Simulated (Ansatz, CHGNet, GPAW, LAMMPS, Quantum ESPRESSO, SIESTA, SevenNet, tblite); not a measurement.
**Glassy 40SiO2-28Al2O3-16Li2O-16SrO (mol %) (85 atoms): one structure in several programs**

Wanted: errors and costs of other methods on glassy 40SiO2-28Al2O3-16Li2O-16SrO (mol %) (85 atoms). A plane-wave run serves as the reference.

Program: Ansatz 0.2.0. Level of theory: Kohn-Sham DFT, PBE, PAW, plane waves. Results are calculated unless marked as measured.

## Step 1: The starting structure

The cell holds 85 atoms: 10 Si, 14 Al, 8 Li, 4 Sr and 49 O. Its edges and angles: a = 9.957 Å, b = 9.957 Å, c = 9.957 Å, α = 90.0°, β = 90.0°, γ = 90.0°. 85 atoms (10 Si, 14 Al, 8 Li, 4 Sr, 49 O) placed at random at 3.11 g/cm³, melted at 4000 K for 10 ps at fixed volume with the Morse and Coulomb pair potential with partial charges (Pedone, Malavasi, Menziani, Cormack and Segre, J. Phys. Chem. B 110, 11780 (2006)). Quenched from 4000 K to 300 K at 6 K/ps and fixed volume, held 5 ps, then minimised at fixed cell.

## Step 2: The reference run

The PAW files are the set soft_2.

The input, input.yaml:

```yaml
crystal:
  lattice:
    - [9.9565, 0.0, 0.0]
    - [0.0, 9.9565, 0.0]
    - [0.0, 0.0, 9.9565]
  atoms:
    - { symbol: Si, position: [0.04427, 0.9173, 0.20631] }
    - { symbol: Si, position: [0.96917, 0.62312, 0.8127] }
    - { symbol: Si, position: [0.34992, 0.23476, 0.29272] }
    - { symbol: Si, position: [0.29552, 0.16497, 0.00364] }
    [... 75 atom lines left out ...]
    - { symbol: O, position: [0.08223, 0.93882, 0.36427] }
    - { symbol: O, position: [0.0837, 0.51696, 0.83838] }
    - { symbol: O, position: [0.41561, 0.43671, 0.52585] }
    - { symbol: O, position: [0.18704, 0.28, 0.97116] }
    - { symbol: O, position: [0.09212, 0.51489, 0.17843] }
    - { symbol: O, position: [0.70666, 0.76521, 0.71492] }
kpoints:
  mp_grid: { grid: [1, 1, 1] }
hamiltonian:
  xc: pbe
scf:
  occupations: { method: fermi_dirac, width: 0.05 }
output:
  forces: true
  eigenvalues: true
  populations: true
  stress: true
```

Started as:

```console
$ ansatz run input.yaml --threads 4 --pin off --max-ram 8192MiB --backend cpu --events-out ev --progress --plain --runs-dir out
```

Output:

```text
[...]
Pseudopotentials: kind: paw
Pseudopotential: Si, paw, valence charge 4, recommended cutoff 420 eV (normal), Si.paw.azcp
Pseudopotential: Al, paw, valence charge 3, recommended cutoff 420 eV (normal), Al.paw.azcp
Pseudopotential: Li, paw, valence charge 3, recommended cutoff 420 eV (normal), Li.paw.azcp
Pseudopotential: Sr, paw, valence charge 10, recommended cutoff 420 eV (normal), Sr.paw.azcp
Pseudopotential: O, paw, valence charge 6, recommended cutoff 420 eV (normal), O.paw.azcp
[... 5 lines on functional and potentials left out ...]
Crystal: 85 atoms, lattice volume = 987.007 Å³
Basis set: ecut = 420 eV, 19309 PW (Γ), exchange–correlation on 144×144×144 points (8 copies of the dense FFT grid, shifted against one another)
Bands: 305, of which v1, the nominal top of the filled ones, is band 220 counted from 1 (219 counted from 0)
Symmetry: 1 space group operations
Space group: P1 (ITA 1), of the structure as read, at distance tolerance 1.0e-4 Å
k-points: 1
[... 11 lines on functional and potentials left out ...]
Initial density: superposition of atomic densities (neutral atoms: chi_scale 0, normalization atom), corrected by the library's trained network
Initial wavefunctions: pseudopotential atomic-orbital guess
[...]
SCF iter   1: F=—  HF=-57610.600971 eV  |F-HF|=—  |Δ(HF+E_count)|=         —  Δρ=2.00e-3  dr2=5.25e-2  ethr=1.77e-3  ⟨swp⟩=7.0  Hψ=1488  notcnv=0  defer=50
preconditioner: auto → Resta (q_TF=auto, 2.385 Å⁻¹)  ε∞=3.3  [insulator: Δε(μ)=3.650 eV  Ē_g=15.729 eV  σ=0.050 eV  W_gap=1.00  n_scr=250 (ndim 8)  ℏωp=24.1 eV  f_vac=0.033  D(μ)=0.00/eV (n_scr^D=0)  ε∞_Penn≈3.3]
[...]
SCF iter   8: F=—  HF=-57610.617294 eV  |F-HF|=—  |Δ(HF+E_count)|=   5.68e-7  Δρ=6.66e-6  dr2=3.95e-7  ethr=4.41e-10  ⟨swp⟩=2.0  Hψ=400  notcnv=0  defer=78
SCF iter   9: F=-57610.617294 eV  HF=-57610.617294 eV  |F-HF|=1.19e-8  |Δ(HF+E_count)|=   1.70e-7  Δρ=1.79e-6  dr2=3.49e-8  ethr=2.27e-11  ⟨swp⟩=16.0  Hψ=1854  notcnv=0
SCF 1 converged in 9 iterations: F = -57610.617294 eV  dr2 = 3.49e-8
[...]
SCF converged after 9 iterations
Free energy (F): -57610.617294 eV
Harris-Foulkes:  -57610.617294 eV  (|F-HF|=1.19e-8)
Internal energy: -57610.617294 eV  (E = F + TS)
E sigma→0 (E₀):  -57610.617294 eV
Fermi energy:    7.113734 eV
--- Per-component energies (eV) ---
[...]
Σ components = -57610.617294   (vs F -57610.617294, Δ=0.00e0)
--- Forces (eV/Å), atoms counted from 1 ---
  atom   1  Si     0.75219919    -0.27573299    -0.46636576
  atom   2  Si    -0.87349483    -0.43500421    -0.50302977
  atom   3  Si     0.18180842     1.17942455    -0.98921883
  atom   4  Si     1.27556576     0.58876132    -0.09034474
[...]
atom  85  O     -0.39195129    -0.08879801     2.21560470
  max |Σ_I F_I| component: 1.13e-4 eV/Å
--- Stress (GPa, compression-positive) ---
        9.045607       0.366830       0.659668
        0.366827       6.901611       0.498213
        0.659663       0.498218       6.297152
  P = ⅓ Tr σ = 7.4148 GPa (74.148 kbar)
--- Band table (eV) ---
  k-point 0: bands = ["-39.2118", "-38.9376", "-38.7260", "-38.5600", [... 289 levels ...], "15.3056", "15.3966", "15.4369", "15.4957", "15.5141", "15.5598", "15.6338", "15.6788", "15.7080", "15.8149", "15.8312", "15.8815"]
--- Löwdin populations: 85 sites ---
  site symbol       q [e]
     0     Si      2.3403
     1     Si      2.3052
     2     Si      2.2462
[...]
84      O      6.8663
  spilling = 0.011197 (of n_electrons = 440.000000)
```

The job ended after 14 s (4 threads of Arm Neoverse V1, shared host; peak memory 1.2 GiB).

Reading the cycles: dr2 is the Hartree energy of the density residual (eV), the measure of convergence; HF is the Harris–Foulkes estimate of the energy, which meets the free energy F at convergence.

Read from the output:

```
free energy                                      : -57610.6173 eV
free energy per atom                             : -677.7720 eV/atom
SCF cycles                                       : 9
pressure                                         : 7.415 GPa
r.m.s. force component                           : 0.7504 eV/Å
longest force                                    : 2.869 eV/Å
Fermi energy                                     : 7.114 eV
gap (highest filled to lowest empty level) : 3.642 eV
spilling of the projection                       : 0.0112
```

Neighbours are counted within 2.23 Å (O-Al), 2.08 Å (O-Si), 2.58 Å (O-Li), 3.18 Å (O-Sr).

Length of the force by element and coordination:

| element | coordination | atoms | mean length of the force (eV/Å) | spread | least | most |
| --- | --- | --- | --- | --- | --- | --- |
| Al | all | 14 | 0.740 | 0.308 | 0.432 | 1.73 |
| Al | 4 | 12 | 0.726 | 0.325 | 0.432 | 1.73 |
| Al | 5 | 2 | 0.828 | 0.138 | 0.690 | 0.966 |
| Li | all | 8 | 0.450 | 0.254 | 0.116 | 0.882 |
| Li | 3 | 1 | 0.455 | 0 | 0.455 | 0.455 |
| Li | 4 | 3 | 0.396 | 0.291 | 0.116 | 0.796 |
| Li | 5 | 4 | 0.489 | 0.250 | 0.260 | 0.882 |
| O | all | 49 | 1.42 | 0.644 | 0.193 | 2.87 |
| O | 2 | 6 | 0.897 | 0.470 | 0.193 | 1.55 |
| O | 3 | 27 | 1.45 | 0.678 | 0.279 | 2.87 |
| O | 4 | 15 | 1.58 | 0.546 | 0.697 | 2.71 |
| O | 5 | 1 | 1.70 | 0 | 1.70 | 1.70 |
| Si | all | 10 | 0.956 | 0.339 | 0.330 | 1.55 |
| Sr | all | 4 | 0.708 | 0.374 | 0.317 | 1.27 |
| Sr | 5 | 1 | 1.27 | 0 | 1.27 | 1.27 |
| Sr | 6 | 1 | 0.420 | 0 | 0.420 | 0.420 |
| Sr | 7 | 2 | 0.572 | 0.256 | 0.317 | 0.828 |

Löwdin charges by element and coordination (they lack the spilled electrons, 0.058 e an atom on average):

| element | coordination | atoms | mean charge (e) | spread | least | most |
| --- | --- | --- | --- | --- | --- | --- |
| Al | all | 14 | 1.29 | 0.023 | 1.25 | 1.33 |
| Al | 4 | 12 | 1.30 | 0.0186 | 1.26 | 1.33 |
| Al | 5 | 2 | 1.25 | 0.006 | 1.25 | 1.26 |
| Li | all | 8 | 0.805 | 0.0246 | 0.762 | 0.843 |
| Li | 3 | 1 | 0.801 | 0 | 0.801 | 0.801 |
| Li | 4 | 3 | 0.805 | 0.0209 | 0.775 | 0.823 |
| Li | 5 | 4 | 0.807 | 0.0297 | 0.762 | 0.843 |
| O | all | 49 | -0.896 | 0.07 | -1.10 | -0.782 |
| O | 2 | 6 | -0.800 | 0.0141 | -0.826 | -0.782 |
| O | 3 | 27 | -0.892 | 0.0638 | -1.10 | -0.799 |
| O | 4 | 15 | -0.933 | 0.0531 | -1.03 | -0.865 |
| O | 5 | 1 | -0.995 | 0 | -0.995 | -0.995 |
| Si | all | 10 | 1.69 | 0.0339 | 1.65 | 1.75 |
| Sr | all | 4 | 1.84 | 0.0159 | 1.81 | 1.85 |
| Sr | 5 | 1 | 1.84 | 0 | 1.84 | 1.84 |
| Sr | 6 | 1 | 1.85 | 0 | 1.85 | 1.85 |
| Sr | 7 | 2 | 1.83 | 0.0191 | 1.81 | 1.85 |

The levels nearest the highest filled one (over half full), pooled over k-points and spins:

| level less the highest filled one (eV) | occupation |
| --- | --- |
| -0.751 | 2 |
| -0.672 | 2 |
| -0.453 | 2 |
| -0.357 | 2 |
| -0.110 | 2 |
| 0 | 2 |
| 3.64 | 0 |
| 4.78 | 0 |
| 5.08 | 0 |
| 5.33 | 0 |
| 5.37 | 0 |
| 5.45 | 0 |

## Step 3: What was run beside it

The programs:
- CHGNet: machine-learned potential, published weights.
- GPAW 26.7.0: PAW with atomic orbitals (LCAO), plane waves or a real-space grid of spacing h.
- Quantum ESPRESSO 7.5: plane waves; labels (QE) give functional, pseudopotential set and cutoffs of waves/density.
- SIESTA 5.4.2: numerical atomic orbitals, whose automatically made sets are far from complete, with PseudoDojo norm-conserving potentials that we converted to its format (checked against plane waves on the same files for H, C, O, Si, Ge and Ca alone); labels give functional, basis size, energy shift and mesh cutoff.
- SevenNet: machine-learned potential, published weights.
- tblite 0.8.0: extended tight binding, driven from Python.

All use the same cell and atoms; the electronic-structure runs use the same k-mesh, and an electronic temperature of 580 K (0.05 eV) where levels are smeared.

Differences are against the plane-wave reference, forces as r.m.s. over components; share is that over the reference's r.m.s. force, slope the least-squares factor from reference forces to these. Total energies of different programs have different zeros and aren't compared.

| run | Δ force, r.m.s. (meV/Å) | share (%) | slope | Δ pressure (GPa) | Δ gap (eV) | cores | CPU time | memory (GiB) |
| --- | --- | --- | --- | --- | --- | --- | --- | --- |
| reference | - | - | - | - | - | 4 | 50 s | 1.2 |
| CHGNet 0.3.0 potential | 93.1 | 12.4 | 0.966 | -0.0224 | - | 1 | 5.3 s | 1.4 |
| CHGNet r2SCAN potential | 248 | 33.1 | 0.696 | -5.21 | - | 1 | 4.7 s | 1.4 |
| GPAW PBE, LCAO dzp, h 0.18 Å | 297 | 39.6 | 1.331 | - | -0.0969 | 1 | 6 min | 1.8 |
| GPAW PBE, LCAO sz(dzp), h 0.18 Å (coarse) | 1054 | 140 | 1.964 | - | -0.679 | 1 | 92 s | 1.3 |
| GPAW revPBE, LCAO dzp, h 0.18 Å | 326 | 43.4 | 1.362 | - | 0.0362 | 1 | 6 min | 1.8 |
| QE PBE+D3(BJ), sssp-1.3.0-efficiency, 60/480 Ry | 35.3 | 4.70 | 1.034 | -2.24 | 0.0062 | 2 | 12 min | 2.9 |
| QE PBE, sssp-1.3.0-efficiency, 60/480 Ry | 35.0 | 4.67 | 1.034 | 0.380 | 0.0062 | 2 | 12 min | 2.9 |
| SIESTA PBE, DZ, shift 0.01 Ry, mesh 500 Ry (coarse) | 852 | 113 | 1.828 | 11.1 | -0.470 | 2 | 3.2 min | 1.6 |
| SIESTA PBE, DZP, shift 0.01 Ry, mesh 150 Ry (coarse) | 303 | 40.4 | 1.299 | 4.31 | -0.295 | 2 | 2.1 min | 0.9 |
| SIESTA PBE, DZP, shift 0.01 Ry, mesh 500 Ry | 303 | 40.4 | 1.300 | 4.32 | -0.295 | 2 | 9.3 min | 2.7 |
| SevenNet 0 potential | 56.4 | 7.52 | 0.996 | -0.0671 | - | 1 | 10 s | 1.0 |
| tblite GFN1-xTB | 689 | 91.9 | 1.400 | -23.2 | - | 1 | 7.9 s | 0.12 |

Rows marked coarse were listed beforehand as settings not expected to be converged; some can still land near the reference.

Times of the machine-learned potentials are mostly Python's start and the loading of weights.

CPU time is summed over cores on a shared host, where runs went side by side, so it is rough. Symmetry, cutoffs, thresholds, outputs and thread counts weren't matched or tuned between programs; memory under MPI is the largest rank's times the ranks.

Mean charges by element (e), by run and scheme:

| run | scheme | Si | Al | Li | Sr | O |
| --- | --- | --- | --- | --- | --- | --- |
| reference | Löwdin | +1.69 | +1.29 | +0.81 | +1.84 | -0.90 |
| SIESTA PBE, DZP, shift 0.01 Ry, mesh 500 Ry | Hirshfeld | +0.41 | +0.38 | +0.09 | +0.58 | -0.25 |
| tblite GFN1-xTB | Mulliken | +0.90 | +1.07 | +0.96 | +1.34 | -0.76 |

The reference's Löwdin charges lack the electrons that the projection spills, 0.058 e an atom on average.

Within one program, basis, potentials and functional, energies share a zero. Each run against its twin at the usual cutoff or grid and solver:

| run | twin | Δ energy (meV/atom) | Δ force, r.m.s. (meV/Å) | CPU time over the twin's |
| --- | --- | --- | --- | --- |
| SIESTA PBE, DZP, shift 0.01 Ry, mesh 150 Ry | DZP, shift 0.01 Ry, mesh 500 Ry | 2.44 | 18.7 | 0.23 |

## Step 4: Outcome

* reference r.m.s. force component: 0.750 eV/Å
* nearest in forces: a tie at 4.7 % of 2 runs: QE PBE+D3(BJ), sssp-1.3.0-efficiency, 60/480 Ry; QE PBE, sssp-1.3.0-efficiency, 60/480 Ry
* farthest in forces: GPAW PBE, LCAO sz(dzp), h 0.18 Å (coarse), 140 %
* cheapest electronic-structure run beside the reference: tblite GFN1-xTB, 7.9 s of CPU time

**Reading.** PBE on plane waves or a grid with other potentials, cutoffs or grids, coarse settings apart, differs from the reference by 4.7 % (QE PBE, sssp-1.3.0-efficiency, 60/480 Ry) of the r.m.s. force; this holds the reference's own error, so differences of a few per cent don't tell which side is nearer the exact PBE result (QE's 60 Ry are 816 eV, against the reference's 420 eV). The PBE runs in local orbitals, coarse settings apart, differ by 40 % in each run; basis, grid and potentials can all enter. Tight binding differs by 92 % (tblite GFN1-xTB); it is another model, with fitted parameters of its own, and the xTB methods hold dispersion. Machine-learned potentials differ by 7.5 % (SevenNet 0 potential) to 33 % (CHGNet r2SCAN potential); they were trained on other programs' data, some at another functional. Rows with another functional or a dispersion term differ by 4.7 % (QE PBE+D3(BJ), sssp-1.3.0-efficiency, 60/480 Ry) to 43 % (GPAW revPBE, LCAO dzp, h 0.18 Å), which mixes the change of model with differences of basis and potentials. Runs with settings chosen to be coarse differ by 40 % (SIESTA PBE, DZP, shift 0.01 Ry, mesh 150 Ry) to 140 % (GPAW PBE, LCAO sz(dzp), h 0.18 Å), their programs' other errors included. One electronic-structure run takes under half the reference's CPU time: tblite GFN1-xTB, at 92 % in 7.9 s against 50 s, too far off to be of use; its pressure misses by -23.2 GPa. GPAW PBE, LCAO dzp, h 0.18 Å stiffens the forces by a factor of 1.33 while following their directions (correlation 0.987); the difference isn't even, but is largest on one element. At the same functional, gaps differ from the reference's 3.64 eV by between -0.68 and +0.01 eV. In pressure, SIESTA PBE, DZ, shift 0.01 Ry, mesh 500 Ry misses by +11.1 GPa, at the same functional. Charges hang on model, scheme and program or settings: among these rows the mean for Si runs from +0.41 to +1.69 e. In the reference: filled and empty levels are parted by 3.64 eV (at Γ alone); a semilocal functional tends to put such gaps too low. In a disordered cell it changes from sample to sample, and tail or defect levels can set it. In the reference: mean Löwdin charges: Al +1.29, Li +0.81, O -0.90, Si +1.69, Sr +1.84 e (they miss 1.1 % of the electrons, so they add up to more than the cell's charge). Periodic xTB results under one method name differ between programs and library versions. The potentials hold different valence shells: 440 electrons in the reference, 424 in GPAW; this bears on time and differences. Machine-learned potentials mimic data converged in k, so the reference's own k-point error enters their differences. The quench rate of 6 K/ps is many orders above laboratory rates, so the cell is likely richer in defects and strain than a real sample. The network of bonds at the start is that of the classical potential that made the cell, and needn't be the one that DFT or experiment would give. The reference's pressure of 7.4 GPa belongs to a cell and atoms that aren't relaxed at this level. The electronic-structure runs sample only Γ, in a cell whose shortest periodic width is 10 Å.

[Also dropped from logs without a mark: logging warnings of Python, and SIESTA's first energy breakdown and zero terms.]

[Logs are printed without paths, hosts, clocks, repeated set-up lines and the standing remarks that a program may print on its own settings, such as how far it seeks lower states.]

[Hosts, paths, dates, database ids (printed as entryN), source tags and the programs' standing remarks are cut or masked in the printed files.]
